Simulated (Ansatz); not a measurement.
## RbLi2V, from a guessed structure to a relaxed one

Starting from a made-up structure for RbLi2V, the aim is the relaxed cell, its shortest contacts and, where a second run follows, its electronic structure.

Method: DFT, PBEsol, plane-wave PAW, files of the set soft_1, scalar-relativistic, ferromagnetic start, cell and ions relaxed at zero pressure; PAW set soft_1, in the first sound run; inputs show where later runs differ, in Ansatz 0.2.0.

In doubt: warnings of the run leave room for a lower electronic state, so energies may not be the lowest and differences between runs may mislead.

**1. The starting structure**

Symmetry: P6_3/mmc, No. 194, hexagonal system. Conventional cell: a = 5.293 Å, b = 5.293 Å, c = 9.429 Å, α = 90.00°, β = 90.00°, γ = 120.00°. Nearest to Rb lie 3 V at 3.06 Å and 6 Li at 3.39 Å. Nearest to V lie 3 Rb at 3.06 Å and 8 Li at 3.25 to 3.39 Å. Nearest to Li lie 1 Li at 2.94 Å and 4 V at 3.25 to 3.39 Å and 3 Rb at 3.39 Å. Farther neighbours are not listed.

**2. Relaxing cell and atoms**

The guessed cell has no reason to be at equilibrium. It is relaxed with the atoms, within the space group of the guess.

The input, input.yaml:

```yaml
crystal:
  lattice:
    - [5.293, 0.0, 0.0]
    - [-2.6465, 4.583872462, 0.0]
    - [0.0, 0.0, 9.429]
  atoms:
    - { symbol: Rb, position: [0.0, 0.0, 0.75] }
    - { symbol: Rb, position: [0.0, 0.0, 0.25] }
    - { symbol: V, position: [0.666666667, 0.333333333, 0.75], spin: 2.0 }
    - { symbol: V, position: [0.333333333, 0.666666667, 0.25], spin: 2.0 }
    - { symbol: Li, position: [0.666666667, 0.333333333, 0.4057] }
    - { symbol: Li, position: [0.333333333, 0.666666667, 0.9057] }
    - { symbol: Li, position: [0.666666667, 0.333333333, 0.0943] }
    - { symbol: Li, position: [0.333333333, 0.666666667, 0.5943] }
magnetization:
  spin_polarized: true
kpoints:
  mp_grid: { grid: [6, 6, 3] }
scf:
  occupations: { method: fermi_dirac, width: 0.05 }
hamiltonian:
  xc: pbesol
  pseudopotentials: { kind: paw, azcp: { folder: soft_1 }, xc_functional: pbe }
relax:
  f_tol: 0.015
  max_steps: 70
  cell: {}
output:
  forces: true
  stress: true
```

Command:

```
> ansatz run input.yaml --threads 4 --pin off --max-ram 10240MiB --backend cpu --events-out ev --progress --plain --runs-dir out
```

Numbers of over 12 decimals in the logs are rounded to 6 here.

What it wrote:

```text
Engine: ansatz 0.2.0, x86_64-unknown-linux-gnu
Pseudopotentials: kind: paw
Pseudopotential: Rb, paw, valence charge 9, recommended cutoff 420 eV (normal), soft_1/Rb.paw.azcp
Pseudopotential: V, paw, valence charge 13, recommended cutoff 420 eV (normal), soft_1/V.paw.azcp
Pseudopotential: Li, paw, valence charge 3, recommended cutoff 420 eV (normal), soft_1/Li.paw.azcp
Functional definition: PBEsol
  exchange = pbesol_x
  correlation = pbesol_c
Crystal: 8 atoms, lattice volume = 228.771 Å³
Basis set: ecut = 420 eV, 4453 PW (Γ), exchange–correlation on 72×72×128 points (8 copies of the dense FFT grid, shifted against one another)
Bands: 38, of which v1, the nominal top of the filled ones, is band 28 counted from 1 (27 counted from 0)
Symmetry: 24 space group operations
Space group: P63/mmc (ITA 194), of the structure as read, at distance tolerance 6.1e-5 Å
Magnetic group: BNS 194.263 (UNI 1493), of the structure as read, at distance tolerance 6.1e-5 Å
k-points: 14 of 108
Non-local potential: Rb, projectors of the file, l = 0: 3, l = 1: 2, l = 2: 2
Non-local potential: V, projectors of the file, l = 0: 3, l = 1: 2, l = 2: 3, l = 3: 1
Non-local potential: Li, projectors of the file, l = 0: 3, l = 1: 2, l = 2: 1
PAW form: soft (Blöchl's): semilocal exchange-correlation on the pseudo side does not see the compensation charge
PAW frozen core: Rb, regenerated for the run's functional, and the local potential with it (the file was generated under x = pbe(κ = 0.804, μ = 0.219515), c = pbe(β = 0.066725))
PAW frozen core: V, regenerated for the run's functional, and the local potential with it (the file was generated under x = pbe(κ = 0.804, μ = 0.219515), c = pbe(β = 0.066725))
PAW one-centre angular grid: Rb, 110 points (default); XC on 64 Gauss nodes
PAW one-centre angular grid: V, 590 points (default); XC on 64 Gauss nodes
PAW one-centre angular grid: Li, 110 points (default); XC on 64 Gauss nodes
Initial density: superposition of atomic densities (chi_scale 0.1, normalization cell, long waves kept (reshape's long-wave potential 0.00 eV rms))
Starting moments: Σ|m| = 4 μB on 2 of 8 sites
Initial wavefunctions: pseudopotential atomic-orbital guess
Functional: x = pbesol(κ = 0.804, μ = 0.123457), c = pbesol(β = 0.046)
iter 1 solved again at ethr=2.60e-3 eV; its pass at ethr=3.10e-3 eV (dr2=1.46e0 eV) is discarded
SCF iter   1: F=—  HF=-13006.503248 eV  |F-HF|=—  |Δ(HF+E_count)|=         —  Δρ=1.80e-2 (↑1.01e-2 ↓1.80e-2)  dr2=1.47e0  dr2_m=3.09e-1  M=5.730 μB ∫|m|=5.793 μB  β_m=0.30  ethr=2.60e-3  ⟨swp⟩=1.0  Hψ=5523  notcnv=0
Mixer restart at iter 1: flushing history
preconditioner: auto → Kerker (q_TF=auto, 2.158 Å⁻¹)  [metal: Δε(μ)=0.003 eV  Ē_g=6.344 eV  σ=0.050 eV  W_gap=0.01  n_scr=36 (ndim 8)  ℏωp=13.0 eV  f_vac=0.000  D(μ)=21.08/eV (n_scr^D=246)]
spin=Collinear: Kerker preconditioning applied to the charge; magnetization (m = ρ↑ − ρ↓) channel mixes plain (no charge-response kernel on spin).
SCF iter   2: F=—  HF=-13006.276911 eV  |F-HF|=—  |Δ(HF+E_count)|=   2.26e-1  Δρ=1.75e-2 (↑1.75e-2 ↓1.41e-2)  dr2=6.51e-1  dr2_m=4.69e-1  M=6.234 μB ∫|m|=6.307 μB  β_m=0.65  ethr=2.60e-3  ⟨swp⟩=2.0  Hψ=1448  notcnv=0
SCF iter   3: F=—  HF=-13006.926385 eV  |F-HF|=—  |Δ(HF+E_count)|=   6.49e-1  Δρ=2.18e-2 (↑2.18e-2 ↓1.01e-2)  dr2=7.92e-1  dr2_m=5.08e-1  M=7.326 μB ∫|m|=7.381 μB  β_m=0.13  ethr=1.16e-3  ⟨swp⟩=2.1  Hψ=1411  notcnv=0  defer=1
SCF iter   4: F=—  HF=-13007.542825 eV  |F-HF|=—  |Δ(HF+E_count)|=   6.16e-1  Δρ=1.26e-2 (↑1.26e-2 ↓9.89e-3)  dr2=2.71e-1  dr2_m=2.52e-1  M=7.735 μB ∫|m|=7.769 μB  β_m=0.58  ethr=1.16e-3  ⟨swp⟩=2.5  Hψ=1687  notcnv=0  defer=2
SCF iter   5: F=—  HF=-13008.326397 eV  |F-HF|=—  |Δ(HF+E_count)|=         —  Δρ=8.17e-3 (↑8.17e-3 ↓5.00e-3)  dr2=3.93e-2  dr2_m=8.84e-2  M=9.232 μB ∫|m|=9.232 μB  β_m=0.58  ethr=4.84e-4  ⟨swp⟩=3.6  Hψ=2458  notcnv=0  defer=15
SCF iter   6: F=—  HF=-13008.282066 eV  |F-HF|=—  |Δ(HF+E_count)|=   4.43e-2  Δρ=8.91e-3 (↑8.91e-3 ↓3.04e-3)  dr2=1.92e-1  dr2_m=7.21e-2  M=9.084 μB ∫|m|=9.085 μB  β_m=0.17  ethr=7.03e-5  ⟨swp⟩=3.4  Hψ=2356  notcnv=0  defer=33
SCF iter   7: F=—  HF=-13008.286607 eV  |F-HF|=—  |Δ(HF+E_count)|=   4.54e-3  Δρ=5.20e-3 (↑5.20e-3 ↓2.12e-3)  dr2=7.36e-2  dr2_m=2.65e-2  M=9.073 μB ∫|m|=9.073 μB  β_m=0.35  ethr=7.03e-5  ⟨swp⟩=2.1  Hψ=1492  notcnv=0  defer=36
SCF iter   8: F=—  HF=-13008.315569 eV  |F-HF|=—  |Δ(HF+E_count)|=   2.90e-2  Δρ=2.44e-3 (↑2.44e-3 ↓1.38e-3)  dr2=1.34e-2  dr2_m=6.87e-3  M=9.201 μB ∫|m|=9.201 μB  β_m=0.82  ethr=7.03e-5  ⟨swp⟩=2.5  Hψ=1644  notcnv=0  defer=37
SCF iter   9: F=—  HF=-13008.316627 eV  |F-HF|=—  |Δ(HF+E_count)|=   1.06e-3  Δρ=5.17e-3 (↑5.17e-3 ↓2.38e-3)  dr2=3.61e-2  dr2_m=2.95e-2  M=9.345 μB ∫|m|=9.345 μB  β_m=0.91  ethr=2.40e-5  ⟨swp⟩=2.4  Hψ=1608  notcnv=0  defer=47  recentre
SCF iter  10: F=—  HF=-13008.313345 eV  |F-HF|=—  |Δ(HF+E_count)|=   3.28e-3  Δρ=1.87e-3 (↑1.87e-3 ↓6.42e-4)  dr2=6.60e-3  dr2_m=3.20e-3  M=9.329 μB ∫|m|=9.329 μB  β_m=0.95  ethr=2.40e-5  ⟨swp⟩=2.1  Hψ=1477  notcnv=0  defer=45
SCF iter  11: F=—  HF=-13008.312581 eV  |F-HF|=—  |Δ(HF+E_count)|=   7.64e-4  Δρ=1.12e-4 (↑1.12e-4 ↓4.61e-5)  dr2=5.30e-5  dr2_m=9.18e-6  M=9.336 μB ∫|m|=9.336 μB  β_m=0.98  ethr=1.18e-5  ⟨swp⟩=2.0  Hψ=1362  notcnv=0  defer=48
SCF iter  12: F=—  HF=-13008.312582 eV  |F-HF|=—  |Δ(HF+E_count)|=   6.67e-7  Δρ=1.80e-5 (↑1.80e-5 ↓1.66e-5)  dr2=2.38e-6  dr2_m=2.18e-7  M=9.335 μB ∫|m|=9.335 μB  β_m=0.99  ethr=9.46e-8  ⟨swp⟩=2.4  Hψ=1544  notcnv=0  defer=48
SCF iter  13: F=—  HF=-13008.312583 eV  |F-HF|=—  |Δ(HF+E_count)|=   1.58e-6  Δρ=7.10e-6 (↑7.10e-6 ↓4.13e-6)  dr2=3.11e-7  dr2_m=2.51e-8  M=9.333 μB ∫|m|=9.333 μB  β_m=0.99  ethr=4.25e-9  ⟨swp⟩=2.0  Hψ=1313  notcnv=0  defer=48
SCF iter  14: F=—  HF=-13008.312583 eV  |F-HF|=—  |Δ(HF+E_count)|=   1.42e-7  Δρ=1.20e-6 (↑1.20e-6 ↓7.50e-7)  dr2=2.08e-8  dr2_m=4.40e-10  M=9.333 μB ∫|m|=9.333 μB  β_m=1.00  ethr=5.56e-10  ⟨swp⟩=2.1  Hψ=1593  notcnv=0  defer=48
SCF iter  15: F=-13008.312583 eV  HF=-13008.312583 eV  |F-HF|=3.01e-9  |Δ(HF+E_count)|=  8.97e-10  Δρ=9.69e-7 (↑9.69e-7 ↓2.70e-7)  dr2=5.04e-9  dr2_m=4.46e-10  M=9.333 μB ∫|m|=9.333 μB  ethr=3.71e-11  ⟨swp⟩=2.0  Hψ=2770  notcnv=0
SCF 1 converged in 15 iterations: F = -13008.312583 eV  dr2 = 5.04e-9
  greatest PAW one-centre occupation: 1.000 electrons in one spin orbital (limit 2), on the Li atom at site 6 (counted from 0), in its partial waves of l = 0
[...]
SCF iter   1: F=—  HF=-13008.867774 eV  |F-HF|=—  |Δ(HF+E_count)|=         —  Δρ=3.93e-4 (↑3.93e-4 ↓2.13e-4)  dr2=3.65e-5  dr2_m=2.27e-5  M=9.403 μB ∫|m|=9.403 μB  β_m=0.65  ethr=6.56e-8  ⟨swp⟩=4.2  Hψ=7721  notcnv=0
preconditioner: auto → Kerker (q_TF=auto, 1.822 Å⁻¹)  [metal: Δε(μ)=0.025 eV  Ē_g=7.207 eV  σ=0.050 eV  W_gap=0.13  n_scr=22 (ndim 8)  ℏωp=12.6 eV  f_vac=0.000  D(μ)=6.90/eV (n_scr^D=42)]
spin=Collinear: Kerker preconditioning applied to the charge; magnetization (m = ρ↑ − ρ↓) channel mixes plain (no charge-response kernel on spin).
SCF iter   2: F=—  HF=-13008.869787 eV  |F-HF|=—  |Δ(HF+E_count)|=   2.01e-3  Δρ=1.38e-4 (↑1.38e-4 ↓7.69e-5)  dr2=4.32e-6  dr2_m=2.60e-6  M=9.402 μB ∫|m|=9.402 μB  β_m=0.64  ethr=6.52e-8  ⟨swp⟩=2.0  Hψ=1496  notcnv=0
SCF iter   3: F=—  HF=-13008.870040 eV  |F-HF|=—  |Δ(HF+E_count)|=   2.53e-4  Δρ=1.87e-5 (↑1.87e-5 ↓6.61e-6)  dr2=6.84e-7  dr2_m=3.04e-7  M=9.402 μB ∫|m|=9.402 μB  β_m=0.82  ethr=7.71e-9  ⟨swp⟩=2.0  Hψ=1587  notcnv=0
SCF iter   4: F=—  HF=-13008.870045 eV  |F-HF|=—  |Δ(HF+E_count)|=   5.36e-6  Δρ=8.86e-6 (↑8.86e-6 ↓3.17e-6)  dr2=4.96e-7  dr2_m=4.21e-8  M=9.403 μB ∫|m|=9.403 μB  β_m=0.91  ethr=1.22e-9  ⟨swp⟩=2.2  Hψ=1728  notcnv=0
SCF iter   5: F=—  HF=-13008.870047 eV  |F-HF|=—  |Δ(HF+E_count)|=   1.62e-6  Δρ=5.50e-6 (↑5.50e-6 ↓1.29e-6)  dr2=2.01e-7  dr2_m=1.61e-8  M=9.403 μB ∫|m|=9.403 μB  β_m=0.96  ethr=8.85e-10  ⟨swp⟩=2.1  Hψ=1323  notcnv=0
SCF iter   6: F=—  HF=-13008.870047 eV  |F-HF|=—  |Δ(HF+E_count)|=   2.55e-7  Δρ=5.72e-6 (↑5.72e-6 ↓9.71e-7)  dr2=9.42e-8  dr2_m=1.61e-8  M=9.404 μB ∫|m|=9.404 μB  β_m=0.80  ethr=3.59e-10  ⟨swp⟩=2.5  Hψ=2015  notcnv=0
SCF iter   7: F=—  HF=-13008.870047 eV  |F-HF|=—  |Δ(HF+E_count)|=   9.28e-8  Δρ=1.06e-6 (↑1.06e-6 ↓4.03e-7)  dr2=3.69e-9  dr2_m=7.16e-10  M=9.404 μB ∫|m|=9.404 μB  β_m=0.90  ethr=1.68e-10  ⟨swp⟩=2.1  Hψ=1715  notcnv=0
SCF iter   8: F=—  HF=-13008.870051 eV  |F-HF|=—  |Δ(HF+E_count)|=   3.47e-6  Δρ=1.07e-6 (↑1.07e-6 ↓7.60e-7)  dr2=2.10e-9  dr2_m=1.01e-9  M=9.404 μB ∫|m|=9.404 μB  β_m=0.95  ethr=6.60e-12  ⟨swp⟩=3.0  Hψ=2184  notcnv=0
SCF iter   9: F=—  HF=-13008.870051 eV  |F-HF|=—  |Δ(HF+E_count)|=   3.56e-9  Δρ=9.48e-7 (↑9.48e-7 ↓6.51e-7)  dr2=1.50e-9  dr2_m=7.76e-10  M=9.404 μB ∫|m|=9.404 μB  β_m=0.98  ethr=3.75e-12  ⟨swp⟩=2.0  Hψ=1257  notcnv=0
SCF iter  10: F=—  HF=-13008.870051 eV  |F-HF|=—  |Δ(HF+E_count)|=   4.99e-9  Δρ=6.49e-7 (↑6.49e-7 ↓4.35e-7)  dr2=6.84e-10  dr2_m=3.53e-10  M=9.404 μB ∫|m|=9.404 μB  β_m=0.99  ethr=2.68e-12  ⟨swp⟩=2.0  Hψ=1369  notcnv=0
SCF iter  11: F=—  HF=-13008.870051 eV  |F-HF|=—  |Δ(HF+E_count)|=   3.02e-9  Δρ=3.14e-7 (↑3.14e-7 ↓2.12e-7)  dr2=1.53e-10  dr2_m=8.31e-11  M=9.404 μB ∫|m|=9.404 μB  β_m=0.99  ethr=1.22e-12  ⟨swp⟩=2.0  Hψ=1584  notcnv=0
SCF iter  12: F=—  HF=-13008.870051 eV  |F-HF|=—  |Δ(HF+E_count)|=  9.08e-10  Δρ=6.56e-8 (↑6.56e-8 ↓4.64e-8)  dr2=6.69e-12  dr2_m=3.74e-12  M=9.404 μB ∫|m|=9.404 μB  β_m=1.00  ethr=1.00e-12  ⟨swp⟩=2.0  Hψ=1368  notcnv=0
SCF iter  13: F=-13008.870051 eV  HF=-13008.870051 eV  |F-HF|=3.64e-12  |Δ(HF+E_count)|=  4.55e-11  Δρ=3.73e-8 (↑3.73e-8 ↓7.73e-9)  dr2=5.76e-12  dr2_m=8.16e-13  M=9.404 μB ∫|m|=9.404 μB  ethr=1.00e-12  ⟨swp⟩=2.9  Hψ=2878  notcnv=0
SCF 6 converged in 13 iterations: F = -13008.870051 eV  dr2 = 5.76e-12
relax step   6: F+E_penalty+E_count = -13008.87005054 eV  Δ(F+E_penalty+E_count) = -2.929e-3 eV  max|allowed force component| = 2.819e-5 eV/Å  Δτ_max = 0.0000 Å  P = +0.014 GPa  Ω = 241.644 Å³  stress off target by 3.20e-2 GPa  SCF on the basis re-selected at this cell (its energy is not comparable with the rows above)  (13 SCF iters)
basis re-selected at this cell: Δ(F+E_penalty+E_count) = -2.929e-3 eV, ΔP = +0.026 GPa vs the last step (what re-selecting the basis moved, of the pressure what is left beyond the Pulay correction that the steps carried, after the strain that the cell walked since its last selection, with what the two solves' SCF thresholds leave and, on support functions, any second-order correction that the steps lacked; it is no measure of the basis error at this ecutwfc). The dense FFT grid was sized anew with the basis: this SCF ran on 40×40×60 points, the steps before it on 36×36×64, so part of this shift can come from that change (see relax.cell in the input reference). [rest of the remark cut]
WARN: an SCF from antiferromagnetic starting moments (0.00, 0.00, -3.23, 3.23, 0.00, 0.00, 0.00, 0.00 Bohr magnetons, atom by atom) was not made, by what the run has read of turns of its moments that order reads lower: the deck asks for what bars it, or types moments that do (magnetization.spin_polarized, in the input reference, names some of the keys), or the run goes by scf.lower_state_search: light, the default, which as a rule tries one only behind a close that has lost an order of both signs, or on which an open d or half-filled 4f shell of a PAW file has lost a moment that was set nearer to Hund's than to what is left; [rest of the remark cut]
SCF converged after 13 iterations
Magnetization: 9.4039 μB (32.7019 up, 23.2981 down)
Absolute magnetization: 9.4039 μB (∫|ρ↑−ρ↓|, with the PAW one-centre terms)
Spin contamination: 0.1130 ħ² per cell (⟨S²⟩ above its minimum at these occupations)
Per-site moments (μB) at R_I (Å): [(0.076548, 1.355531), (0.076548, 1.355531), (3.187802, 1.167709), (3.187802, 1.167709), (0.075878, 1.167709), (0.075878, 1.167709), (0.075878, 1.167709), (0.075878, 1.167709)]
Free energy (F): -13008.870051 eV
Harris-Foulkes:  -13008.870051 eV  (|F-HF|=3.64e-12)
Internal energy: -13008.808932 eV  (E = F + TS)
E sigma→0 (E₀):  -13008.839492 eV
Entropy (-TS):   -0.061118 eV (-7.640 meV/atom)
Fermi energy:    3.631798 eV
--- Per-component energies (eV) ---
  E_band       = -1122.248542
  E_kinetic    = 1012.400758
  E_local      = -5549.947933  (includes V_loc(G=0)·N_el)
  E_nonlocal   = 483.055915
  E_hartree    = 2047.804009
  E_xc         = -497.767500
  E_vxc        = -578.121404  (∫ρ·V_xc dr)
  E_paw        = -7444.946811  (= ΣΔE_a)
  E_vpaw       = -585.247276  (= ΣTr[D̂ρ^β])
  E_aug_tail   = 0.003193  (compensation charges beyond the density's cutoff)
  E_ewald      = -3059.957265
  E_core_change = 0.546701  (= ΣΔE_core)
  E_smearing   = -0.061118  (= −TS)
  E_closure    = -0.000000  (closes the sum)
  Σ components = -13008.870051   (vs F -13008.870051, Δ=0.00e0)
--- Forces (eV/Å), atoms counted from 1 ---
  atom   1  Rb    -0.00000000    -0.00000000    -0.00000000
  atom   2  Rb     0.00000000     0.00000000     0.00000000
  atom   3  V      0.00000000     0.00000000     0.00000000
  atom   4  V     -0.00000000    -0.00000000    -0.00000000
  atom   5  Li    -0.00000000     0.00000000    -0.00002819
  atom   6  Li     0.00000000    -0.00000000    -0.00002819
  atom   7  Li    -0.00000000     0.00000000     0.00002819
  atom   8  Li     0.00000000    -0.00000000     0.00002819
  max |Σ_I F_I| component: 7.52e-18 eV/Å
--- Stress (GPa, compression-positive) ---
        0.032022       0.000000       0.000000
        0.000000       0.032022       0.000000
        0.000000       0.000000      -0.021233
  P = ⅓ Tr σ = 0.0143 GPa (0.143 kbar)
--- Relaxed structure (5 steps of the walk, 5 accepted, 1 SCFs on fresh bases) ---
  F+E_penalty+E_count = -13008.87005054 eV   max|allowed force component| = 2.819e-5 eV/Å   (the final SCF, on the basis selected at the relaxed cell)
  cell:  # Å, volume = 241.6438 Å³
    - [5.691756, 0, 0.0]
    - [-2.845878, 4.929205, 0.0]
    - [0.0, 0.0, 8.612960]
  atoms:
    - { symbol: Rb, position: [0, 0, 0.75] }
    - { symbol: Rb, position: [0, 0, 0.25] }
    - { symbol: V, position: [0.666667, 0.333333, 0.75] }
    - { symbol: V, position: [0.333333, 0.666667, 0.25] }
    - { symbol: Li, position: [0.666667, 0.333333, 0.421331] }
    - { symbol: Li, position: [0.333333, 0.666667, 0.921331] }
    - { symbol: Li, position: [0.666667, 0.333333, 0.078669] }
    - { symbol: Li, position: [0.333333, 0.666667, 0.578669] }
```

Wall time 22 s (4 threads of AMD EPYC 7B13 (Zen 3), shared host); peak memory 0.8 GiB; 77 s of CPU time.

The steps of the relaxation:

```csv
step,energy less that of the first step (eV),largest force component (eV/Å),pressure (GPa),volume (Å³)
1,0.0000,0.3643,0.88,228.77
2,-0.4299,0.0636,0.56,231.15
3,-0.5383,0.1275,0.34,236.06
4,-0.5530,0.0311,-0.12,243.57
5,-0.5545,0.0001,-0.01,241.64
6*,-0.5575,0.0000,0.01,241.64
```

Relaxation steps marked * repeat the geometry before them on a plane-wave basis chosen anew for their cell, so energy and pressure can jump there.

Forces are held to the 24 operations that the run works with; a distortion that breaks them can't arise in this run.

```csv
"conventional cell, symmetrised",before,after,change
a (Å),5.293,5.692,+7.5 %
b (Å),5.293,5.692,+7.5 %
c (Å),9.429,8.613,-8.7 %
volume (Å³/atom),28.60,30.21,+5.6 %
```

The atoms that moved most (Å, as changes of fractional coordinates times the final cell):

```csv
atom,dx,dy,dz,length
Li7,0.000,0.000,-0.135,0.135
Li8,0.000,0.000,-0.135,0.135
Li5,0.000,0.000,0.135,0.135
Li6,0.000,0.000,0.135,0.135
```

Final coordinates:

```cif
data_structure
_symmetry_space_group_name_H-M 'P 1'
_symmetry_Int_Tables_number 1
_cell_length_a 5.6918
_cell_length_b 5.6918
_cell_length_c 8.6130
_cell_angle_alpha 90.000
_cell_angle_beta 90.000
_cell_angle_gamma 120.000
_cell_volume 241.64
loop_
_atom_site_label
_atom_site_type_symbol
_atom_site_fract_x
_atom_site_fract_y
_atom_site_fract_z
_atom_site_occupancy
Rb1 Rb 0.00000 0.00000 0.75000 1
Rb2 Rb 0.00000 0.00000 0.25000 1
V3 V 0.66667 0.33333 0.75000 1
V4 V 0.33333 0.66667 0.25000 1
Li5 Li 0.66667 0.33333 0.42133 1
Li6 Li 0.33333 0.66667 0.92133 1
Li7 Li 0.66667 0.33333 0.07867 1
Li8 Li 0.33333 0.66667 0.57867 1
```

This step gave:

```
free energy             : -13008.8701 eV
energy at zero smearing : -13008.8395 eV
smearing term TS        : 0.06112 eV
Fermi energy            : 3.632 eV
magnetization           : 9.404 μB
absolute magnetization  : 9.404 μB
site moments            : 0.07655, 0.07655, 3.188, 3.188, 0.07588, 0.07588, 0.07588, 0.07588 μB
electrons               : 56
symmetry operations     : 24
pressure                : 0.01427 GPa
```

Site moment by atom:

```csv
atom,site moment (μB)
Rb1,0.08
Rb2,0.08
V3,3.19
V4,3.19
Li5,0.08
Li6,0.08
Li7,0.08
Li8,0.08
```

Shortest distances by pair of elements, guess and relaxed (not always the same contact):

```csv
pair,guess (Å),relaxed (Å)
Li–V,3.246,2.831
Li–Li,2.936,2.951
Rb–V,3.056,3.286
Li–Rb,3.390,3.602
Rb–Rb,4.714,4.306
```

The relaxation ends with a largest force component of 2.8e-5 eV/Å and a pressure of 0.01 GPa.

[end of part 1 of 2]

[Logs are printed without paths, hosts, clocks, repeated set-up lines and the standing remarks that a program may print on its own settings, such as how far it seeks lower states.]

[Hosts, paths, dates, database ids (printed as entryN), source tags and the programs' standing remarks are cut or masked in the printed files.]
